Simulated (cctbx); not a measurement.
# What is wrong with this refinement?

Cell a = 8.8920 Å, b = 10.7000 Å, c = 11.7120 Å, α = 90.00°, β = 109.55°, γ = 90.00°; space group P2_1/c (no. 14). The compound is DyMo5S8.

Simulated single-crystal data (cctbx): Mo Kα, λ = 0.71073 Å, to d = 0.84 Å, 95 % of the full sphere, strongest reflection 5000 counts, noise from counting, a 3 % proportional error and a noise floor of 8 counts (s.d.); no absorption.

An isotropic refinement with weights 1/σ² prints:

```text
Rint 0.082, 1859 unique reflections to 0.84 A
cycle     R1     wR2    GooF  max shift (A)
   1  0.0748  0.1496   2.026   0.16825
  12  0.0350  0.0683   0.924   0.02508
final R1 0.0350 wR2 0.0683 GooF 0.924  parameters 60  data/parameter 31.0
atom        x        y        z      Ueq    occ   su(xyz)  su(Uiso or U11)
Dy1    0.26198  0.99714  0.04021   0.0045  1.000  0.00007  0.0001
Mo1    0.00298  0.61878  0.08806   0.0049  1.000  0.00013  0.0002
Mo2    0.80765  0.63193  0.80181   0.0063  1.000  0.00013  0.0002
Mo3    0.17058  0.62914  0.87841   0.0051  1.000  0.00012  0.0002
Mo4    0.39093  0.62368  0.18068   0.0049  1.000  0.00012  0.0002
Mo5    0.59607  0.61779  0.98521   0.0056  1.000  0.00013  0.0002
S1     0.38634  0.50279  0.82901   0.0070  1.000  0.00039  0.0006
S2     0.60876  0.72425  0.33108   0.0085  1.000  0.00038  0.0007
S3     0.20227  0.73907  0.70609   0.0080  1.000  0.00037  0.0007
S4     0.79708  0.73680  0.61241   0.0084  1.000  0.00039  0.0007
S5     0.38427  0.74361  0.50745   0.0093  1.000  0.00039  0.0007
S6     0.97832  0.49272  0.72768   0.0088  1.000  0.00036  0.0006
S7     0.99924  0.72168  0.43367   0.0076  1.000  0.00039  0.0006
S8     0.40238  0.49586  0.34696   0.0080  1.000  0.00040  0.0006
S9     0.32148  0.23581  0.41147   1.0000  1.000  0.01483  0.1086
difference map: max 3.05 min -3.19 rms 0.74
Q1    0.2130  0.6921  0.1896    4    3.18  0.78 A from S3
Q2    0.3513  0.5915  0.6799    4    3.08  1.83 A from Dy1
Q3    0.4114  0.5540  0.5275    4    2.89  1.49 A from Dy1
Q4    0.1604  0.7125  0.9375    4    2.85  1.15 A from Mo3
Q5    0.4690  0.0381  0.2987    4    2.63  1.02 A from S1
Q6    0.2009  0.1182  0.2700    4    2.58  2.03 A from S1
```

**Question.** Can this result stand? If not, what is the likely fault?

Mend it. The fault: spurious atom: S9. Against the right model at the same level, R1 goes from 0.0345 to 0.0350 and GooF from 0.91 to 0.92 and S9 takes U = the program's ceiling. A site with no density behind it hides by a very large U or drifts. The fit had not settled when the cycles ran out.

The compound is DyMo5S8. The right model at the same level gives:

```text
Rint 0.082, 1859 unique reflections to 0.84 A
cycle     R1     wR2    GooF  max shift (A)
   1  0.2000  0.3574   4.835   0.11185
   2  0.0345  0.0676   0.914   0.00004
final R1 0.0345 wR2 0.0676 GooF 0.914  parameters 56  data/parameter 33.2
atom        x        y        z      Ueq    occ   su(xyz)  su(Uiso or U11)
Dy1    0.26198  0.99713  0.04021   0.0045  1.000  0.00007  0.0001
Mo1    0.00298  0.61878  0.08805   0.0049  1.000  0.00013  0.0002
Mo2    0.80764  0.63193  0.80181   0.0063  1.000  0.00012  0.0002
Mo3    0.17061  0.62915  0.87842   0.0051  1.000  0.00012  0.0002
Mo4    0.39092  0.62368  0.18069   0.0049  1.000  0.00012  0.0002
Mo5    0.59609  0.61781  0.98524   0.0056  1.000  0.00013  0.0002
S1     0.38632  0.50279  0.82901   0.0070  1.000  0.00039  0.0006
S2     0.60877  0.72426  0.33108   0.0085  1.000  0.00038  0.0007
S3     0.20230  0.73907  0.70613   0.0080  1.000  0.00037  0.0007
S4     0.79688  0.73684  0.61237   0.0084  1.000  0.00039  0.0007
S5     0.38417  0.74361  0.50734   0.0093  1.000  0.00038  0.0007
S6     0.97831  0.49274  0.72768   0.0088  1.000  0.00036  0.0006
S7     0.99923  0.72169  0.43372   0.0076  1.000  0.00038  0.0006
S8     0.40236  0.49589  0.34696   0.0080  1.000  0.00039  0.0006
difference map: max 3.20 min -3.17 rms 0.74
Q1    0.2158  0.6915  0.1932    4    3.39  0.78 A from S3
Q2    0.3510  0.5917  0.6796    4    3.20  1.83 A from Dy1
Q3    0.1610  0.7126  0.9382    4    3.03  1.16 A from Mo3
Q4    0.4092  0.5534  0.5255    4    2.91  1.48 A from Dy1
Q5    0.3092  0.6747  0.1539    4    2.70  0.88 A from Mo4
Q6    0.2015  0.6708  0.5128    4    2.65  1.81 A from S7
```

The model is made up (kin elements in a known structure type, no relaxation), so it says nothing on whether the phase exists.

[Middle refinement cycles are left out of these outputs.]

[Logs are printed without paths, hosts, clocks, repeated set-up lines and the standing remarks that a program may print on its own settings, such as how far it seeks lower states.]
